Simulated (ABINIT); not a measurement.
**Ba2IBrF2 (P4mm): changed settings of a GW run in ABINIT**

A base run on Ba2IBrF2 (P4mm), then changed inputs.

Program: ABINIT 10.8.3. Level of theory: PBEsol and many-body steps on it, plane waves. Results are calculated unless marked as measured.

### 1. The starting structure

The structure is tetragonal, space group P4mm (No. 99). Conventional cell: a = 4.623 Å, b = 4.623 Å, c = 7.991 Å, α = 90.00°, β = 90.00°, γ = 90.00°. Nearest to Ba lie 4 F at 2.70 Å and 4 I at 3.59 Å and 2 Br at 3.89 to 4.10 Å. Nearest to Ba lie 4 F at 2.73 Å and 4 Br at 3.50 Å and 2 I at 3.65 to 4.35 Å and 4 Ba at 4.34 Å. I has 6 Ba at 3.59 to 4.35 Å nearest. Nearest to Br lie 6 Ba at 3.50 to 4.10 Å and 4 F at 3.55 Å. Nearest to F lie 4 Ba at 2.70 to 2.73 Å. Farther neighbours and most contacts between anions are not listed.

The cell and positions are those that the Materials Project relaxed with its own functionals (PBE, PBE+U or r2SCAN), kept fixed. Spin-orbit coupling is left out unless a step names it.

### 2. Screening, 2×2×1 mesh, 152 bands, screening to 122.5 eV

This step: ABINIT 10.8.3; RPA screening on PBEsol, plane waves, norm-conserving pseudopotentials.

The RPA dielectric matrix is built and inverted for each q.

Input file run.abi:

```
acell 3*1.0 Angstrom
rprim 
  4.623364000000 0.000000000000 0.000000000000
  0.000000000000 4.623364000000 0.000000000000
  0.000000000000 0.000000000000 7.991386000000
ntypat 4
znucl 56 53 35 9
natom 6
typat 1 1 2 3 4 4
xred 
  0.500000000000 0.500000000000 0.827396000000
  0.000000000000 0.000000000000 0.185191000000
  0.000000000000 0.000000000000 0.641387000000
  0.500000000000 0.500000000000 0.340098000000
  0.500000000000 0.000000000000 0.002964000000
  0.000000000000 0.500000000000 0.002964000000
pp_dirpath "pseudos"
pseudos "Ba.upf, I.upf, Br.upf, F.upf"
ecut 36
ngkpt 2 2 1
nshiftk 1
shiftk 0 0 0
kptopt 1
chksymbreak 0
istwfk *1
occopt 1
irdwfk 1
optdriver 3
nband 152
ecuteps 4.5
inclvkb 2
awtr 1
symchi 1
indata_prefix "in"
outdata_prefix "out"
tmpdata_prefix "tmp"
```

On the command line:

```
> OMP_NUM_THREADS=1 mpirun -n 4 abinit run.abi > log
```

The log of the run:

```text
.Version 10.8.3 of ABINIT. v10.8.2 released Aug 2026.

 Symmetries : space group P4 m m (# 99); Bravais tP (primitive tetrag.)
[... echo of the input left out ...]
== DATASET  1 ==================================================================
-   mpi_nproc: 4, omp_nthreads: 1 (-1 if OMP is not activated)

--- !DatasetInfo
iteration_state: {dtset: 1, }
dimensions: {natom: 6, nkpt: 3, mband: 152, nsppol: 1, nspinor: 1, nspden: 1, mpw: 11965, }
cutoff_energies: {ecut:  36.0, pawecutdg:  -1.0, }
electrons: {nelect:   4.80000000E+01, charge:   0.00000000E+00, occopt:   1.00000000E+00, tsmear:   1.00000000E-02, }

 SCREENING: Calculation of the susceptibility and dielectric matrices

 Based on a program developped by R.W. Godby, V. Olevano, G. Onida, and L. Reining.
 Incorporated in ABINIT by V. Olevano, G.-M. Rignanese, and M. Torrent.
.Using double precision arithmetic ; gwpc =  8

[... cell and pseudopotentials left out ...]
--------------------------------------------------------------------------------

 ==== K-mesh for the wavefunctions ====
 Number of points in the irreducible wedge :     3
[... list of points left out ...]
 Together with  8 symmetry operations and time-reversal symmetry
 yields     4 points in the full Brillouin Zone.

 ==== Q-mesh for the screening function ====
 Number of points in the irreducible wedge :     3
[... list of points left out ...]
 Together with  8 symmetry operations and time-reversal symmetry
 yields     4 points in the full Brillouin Zone.

 setmesh: FFT mesh size selected  =    32x   32x   60
          total number of points  =        61440

 vcoul_init : cutoff-mode = AUXILIARY_FUNCTION
 q-points for optical limit:   1
     1)      0.000010    0.000020    0.000030

- screening: taking advantage of time-reversal symmetry
- Maximum band index for partially occupied states nbvw = 24
- Remaining bands to be divided among processors   nbcw = 128
- Number of bands treated by each node ~32

 Number of electrons calculated from density =   48.0000; Expected =   48.0000
 average of density, n =  0.041640
 r_s =    1.7898
 omega_plasma =   19.6838 [eV]

 calculating chi0 at frequencies [eV] :
  1    0.000000E+00    0.000000E+00
  2    0.000000E+00    1.968379E+01

--------------------------------------------------------------------------------
  q-point number  1        q = ( 0.000000, 0.000000, 0.000000) [r.l.u.]
--------------------------------------------------------------------------------
[... chi0 elements left out ...]
 For q-point:  0.000010 0.000020 0.000030
  dielectric constant =   3.6822
  dielectric constant without local fields =   4.3174

  Average fulfillment of the sum rule on Im[epsilon] for q-point    1 :     69.68  [%]
[... wings left out ...]
  q-point number  2        q = ( 0.500000, 0.000000, 0.000000) [r.l.u.]
--------------------------------------------------------------------------------
[... chi0 elements left out ...]
  Average fulfillment of the sum rule on Im[epsilon] for q-point    2 :     73.28  [%]

 [... 1 further q-points ...]
```

Elapsed: 38 s, on 4 MPI ranks of Arm Neoverse V1, shared host; peak memory 1.4 GiB; 2.5 min of CPU time.

This step gave:

```
ε∞ with local fields, on this mesh, along the program's q direction : 3.682
the same without local fields                                       : 4.317
plasma frequency                                                    : 19.68 eV
plane waves in the screening matrix                                 : 543
```

Local fields lower ε∞ by 15 %. On a Γ-centred mesh this coarse the value itself is usually too large, while a short band sum pulls it down.

### 3. Base

The self-energy is evaluated for the states that the input lists, and the levels follow from it, in one-shot runs by the linearised quasiparticle equation.

This step: G0W0 on PBEsol, plane waves, norm-conserving pseudopotentials.

run.abi: that of step 2 with these lines changed.

```diff
@@ -27,8 +27,15 @@
 irdwfk 1
-optdriver 3
+optdriver 4
 nband 152
+gwcalctyp 0
+ecutsigx 36
+symsigma 1
+nkptgw 1
+kptgw 
+  0.0000000000 0.0000000000 0.0000000000
+bdgw 
+  23 26
 ecuteps 4.5
-inclvkb 2
-awtr 1
-symchi 1
+irdscr 1
+ppmodel 1
 indata_prefix "in"
```

The log of the run:

```text
.Version 10.8.3 of ABINIT. v10.8.2 released Aug 2026.

 Symmetries : space group P4 m m (# 99); Bravais tP (primitive tetrag.)
[... echo of the input left out ...]
== DATASET  1 ==================================================================
-   mpi_nproc: 4, omp_nthreads: 1 (-1 if OMP is not activated)

--- !DatasetInfo
iteration_state: {dtset: 1, }
dimensions: {natom: 6, nkpt: 3, mband: 152, nsppol: 1, nspinor: 1, nspden: 1, mpw: 11965, }
cutoff_energies: {ecut:  36.0, pawecutdg:  -1.0, }
electrons: {nelect:   4.80000000E+01, charge:   0.00000000E+00, occopt:   1.00000000E+00, tsmear:   1.00000000E-02, }

 SIGMA: Calculation of the GW corrections

 Based on a program developped by R.W. Godby, V. Olevano, G. Onida, and L. Reining.
 Incorporated in ABINIT by V. Olevano, G.-M. Rignanese, and M. Torrent.
.Using double precision arithmetic ; gwpc =  8

[... cell and pseudopotentials left out ...]
--------------------------------------------------------------------------------

 ==== K-mesh for the wavefunctions ====
 Number of points in the irreducible wedge :     3
[... list of points left out ...]
 Together with  8 symmetry operations and time-reversal symmetry
 yields     4 points in the full Brillouin Zone.

 ==== Q-mesh for screening function ====
 Number of points in the irreducible wedge :     3
[... list of points left out ...]
 Together with  8 symmetry operations and time-reversal symmetry
 yields     4 points in the full Brillouin Zone.

 vcoul_init : cutoff-mode = AUXILIARY_FUNCTION
 q-points for optical limit:   1
     1)      0.000010    0.000020    0.000030
 setmesh: FFT mesh size selected  =    48x   48x   81
          total number of points  =       186624

 Number of electrons calculated from density =   48.0000; Expected =   48.0000
 average of density, n =  0.041640
 r_s =    1.7898
 omega_plasma =   19.6838 [eV]

 === KS Band Gaps ===
  >>>> For spin  1
   Minimum direct gap =   4.2500 [eV], located at k-point      :   0.0000  0.0000  0.0000
   Fundamental gap    =   4.2500 [eV], Top of valence bands at :   0.0000  0.0000  0.0000
                                       Bottom of conduction at :   0.0000  0.0000  0.0000
 SIGMA fundamental parameters:
 PLASMON POLE MODEL  1
 number of plane-waves for SigmaX                11965
 number of plane-waves for SigmaC and W            543
 number of plane-waves for wavefunctions         11965
 number of bands                                   152
 number of independent spin polarizations            1
 number of spinorial components                      1
 number of k-points in IBZ                           3
 number of q-points in IBZ                           3
 number of symmetry operations                       8
 number of k-points in BZ                            4
 number of q-points in BZ                            4
 number of frequencies for dSigma/dE                 9
 frequency step for dSigma/dE [eV]                0.25
 number of omega for Sigma on real axis              0
 max omega for Sigma on real axis  [eV]           0.00
 zcut for avoiding poles [eV]                     0.10

 EPSILON^-1 parameters (SCR file):
 dimension of the eps^-1 matrix on file            543
 dimension of the eps^-1 matrix used               543
 number of plane-waves for wavefunctions         11965
 number of bands                                   152
 number of q-points in IBZ                           3
 number of frequencies                               2
 number of real frequencies                          1
 number of imag frequencies                          1

 matrix elements of self-energy operator (all in [eV])

 Perturbative Calculation

--- !SelfEnergy_ee
iteration_state: {dtset: 1, }
kpoint     : [   0.000,    0.000,    0.000, ]
spin       : 1
KS_gap     :    4.250
QP_gap     :    6.191
Delta_QP_KS:    1.941
data: !SigmaeeData |
     Band     E0 <VxcDFT>   SigX SigC(E0)      Z dSigC/dE  Sig(E)    E-E0       E
       23   2.397 -11.959 -15.261   2.090   0.819  -0.221 -12.951  -0.993   1.404
       24   2.397 -11.959 -15.261   2.090   0.819  -0.221 -12.951  -0.993   1.404
       25   6.647  -8.509  -4.148  -3.234   0.842  -0.188  -7.561   0.949   7.595
       26   6.953  -8.356  -3.825  -3.390   0.845  -0.184  -7.392   0.964   7.917

== END DATASET(S) ==============================================================
================================================================================

 -outvars: echo values of variables after computation  --------
           etotal      0.0000000000E+00
            nband         152
             nkpt           3
          spgroup          99
 [... the other variables as echoed above ...]

 Calculation completed.
```

It took 12 s on 4 MPI ranks; peak memory 1 GiB.

Numbers from this step:

* G0W0 gap on the points computed: 6.191 eV
* starting gap on the mesh: 4.250 eV
* k of the valence top: 0, 0, 0
* k of the conduction bottom: 0, 0, 0
* Z at the valence top: 0.819
* Z at the conduction bottom: 0.842
* least direct G0W0 gap on the computed points: 6.191 eV

The gap on the mesh goes from 4.25 eV to 6.19 eV, a correction of +1.94 eV.

### 4. Coulomb singularity

run.abi: that of step 3 with these lines changed.

```diff
@@ -40,2 +40,3 @@
 ppmodel 1
+gw_icutcoul 0
 indata_prefix "in"
```

The log of the run:

```text
.Version 10.8.3 of ABINIT. v10.8.2 released Aug 2026.

 Symmetries : space group P4 m m (# 99); Bravais tP (primitive tetrag.)
[... echo of the input left out ...]
== DATASET  1 ==================================================================
-   mpi_nproc: 4, omp_nthreads: 1 (-1 if OMP is not activated)

--- !DatasetInfo
iteration_state: {dtset: 1, }
dimensions: {natom: 6, nkpt: 3, mband: 152, nsppol: 1, nspinor: 1, nspden: 1, mpw: 11965, }
cutoff_energies: {ecut:  36.0, pawecutdg:  -1.0, }
electrons: {nelect:   4.80000000E+01, charge:   0.00000000E+00, occopt:   1.00000000E+00, tsmear:   1.00000000E-02, }

 SIGMA: Calculation of the GW corrections

 Based on a program developped by R.W. Godby, V. Olevano, G. Onida, and L. Reining.
 Incorporated in ABINIT by V. Olevano, G.-M. Rignanese, and M. Torrent.
.Using double precision arithmetic ; gwpc =  8

[... cell and pseudopotentials left out ...]
--------------------------------------------------------------------------------

 ==== K-mesh for the wavefunctions ====
 Number of points in the irreducible wedge :     3
[... list of points left out ...]
 Together with  8 symmetry operations and time-reversal symmetry
 yields     4 points in the full Brillouin Zone.

 ==== Q-mesh for screening function ====
 Number of points in the irreducible wedge :     3
[... list of points left out ...]
 Together with  8 symmetry operations and time-reversal symmetry
 yields     4 points in the full Brillouin Zone.

 === Spherical cutoff ===

  Cutoff radius .........    10.3253 [Bohr]
  Volume of the sphere ..    4611.00 [Bohr^3]
 q-points for optical limit:   1
     1)      0.000010    0.000020    0.000030
 setmesh: FFT mesh size selected  =    48x   48x   81
          total number of points  =       186624

[...]
number of k-points in IBZ                           3
 number of q-points in IBZ                           3
 number of symmetry operations                       8
 number of k-points in BZ                            4
 number of q-points in BZ                            4
 number of frequencies for dSigma/dE                 9
 frequency step for dSigma/dE [eV]                0.25
 number of omega for Sigma on real axis              0
 max omega for Sigma on real axis  [eV]           0.00
 zcut for avoiding poles [eV]                     0.10

 EPSILON^-1 parameters (SCR file):
 dimension of the eps^-1 matrix on file            543
 dimension of the eps^-1 matrix used               543
 number of plane-waves for wavefunctions         11965
 number of bands                                   152
 number of q-points in IBZ                           3
 number of frequencies                               2
 number of real frequencies                          1
 number of imag frequencies                          1

 matrix elements of self-energy operator (all in [eV])

 Perturbative Calculation

--- !SelfEnergy_ee
iteration_state: {dtset: 1, }
kpoint     : [   0.000,    0.000,    0.000, ]
spin       : 1
KS_gap     :    4.250
QP_gap     :    6.116
Delta_QP_KS:    1.866
data: !SigmaeeData |
     Band     E0 <VxcDFT>   SigX SigC(E0)      Z dSigC/dE  Sig(E)    E-E0       E
       23   2.397 -11.959 -15.400   2.132   0.819  -0.221 -13.031  -1.072   1.325
       24   2.397 -11.959 -15.400   2.132   0.819  -0.221 -13.031  -1.072   1.325
       25   6.647  -8.509  -4.239  -3.325   0.840  -0.190  -7.715   0.795   7.441
       26   6.953  -8.356  -3.889  -3.507   0.842  -0.187  -7.547   0.808   7.761

== END DATASET(S) ==============================================================
================================================================================

 -outvars: echo values of variables after computation  --------
           etotal      0.0000000000E+00
            nband         152
             nkpt           3
          spgroup          99
 [... the other variables as echoed above ...]

 Calculation completed.
```

Elapsed: 12 s, on 4 MPI ranks; peak memory 1 GiB.

This step gave:

```yaml
g0w0_gap_on_the_points_computed: 6.116 eV
starting_gap_on_the_mesh: 4.250 eV
k_of_the_valence_top: 0, 0, 0
k_of_the_conduction_bottom: 0, 0, 0
z_at_the_valence_top: 0.819
z_at_the_conduction_bottom: 0.84
least_direct_g0w0_gap_on_the_computed_points: 6.116 eV
```

Against G0W0 in ABINIT (2×2×1 mesh, 152 bands, screening to 122.5 eV, Godby-Needs plasmon pole), the gap moves by −0.075 eV.

### 5. Side by side

Times are wall times on 4 MPI ranks of Arm Neoverse V1, shared host, good to a factor of about two. A run's time includes the screening step that it read.

```tsv
run	mesh	bands	screening cutoff (eV)	DFT gap (eV)	gap on the mesh (eV)	direct (eV)	ε∞ used	time
base	2×2×1	152	122.5	4.250	6.191	6.191	3.68	49 s
Coulomb singularity	2×2×1	152	122.5	4.250	6.116	6.116	3.68	49 s
```

### 6. What came out

```
base                : 6.191 eV
Coulomb singularity : 6.116 eV
known limits        : not at the basis limit; no spin-orbit coupling; coarse k mesh
```

In words: Coulomb singularity: −0.075 eV against base (keys changed: gw_icutcoul). Bands and cutoff are finite, so the gap is not at the basis limit. The miss can reach some tenths of an eV and take either sign; the mesh is an error of its own. In the first G0W0 run levels were corrected at 1 k point alone, so a gap called «on the mesh» is the least over those, and an edge elsewhere would be missed. The 2×2×1 mesh is coarse for this cell, which bears on the long-range parts of exchange and screening. The many-body steps are scalar-relativistic: spin-orbit coupling is not in them.

[Paths, hosts, dates, memory and timing lines, banners, echoed tables and standing remarks are left out of the program output.]

[Logs are printed without paths, hosts, clocks, repeated set-up lines and the standing remarks that a program may print on its own settings, such as how far it seeks lower states.]

[Runs of the session that timed out or met a known fault of the program may be left out.]

[No measured gap is set beside runs whose start may be inverted or whose files or cutoffs have a known fault.]

[Hosts, paths, dates, database ids (printed as entryN), source tags and the programs' standing remarks are cut or masked in the printed files.]

[G0W0 gaps are taken among the corrected bands and points alone; a level outside them can change the order at an edge.]

[Where Ansatz stands beside ABINIT at settings called matched, ABINIT's density can come from a denser mesh and the files from another edition; pairs whose starting gaps differed by over 0.03 eV were left out, so agreement reads better than it is.]
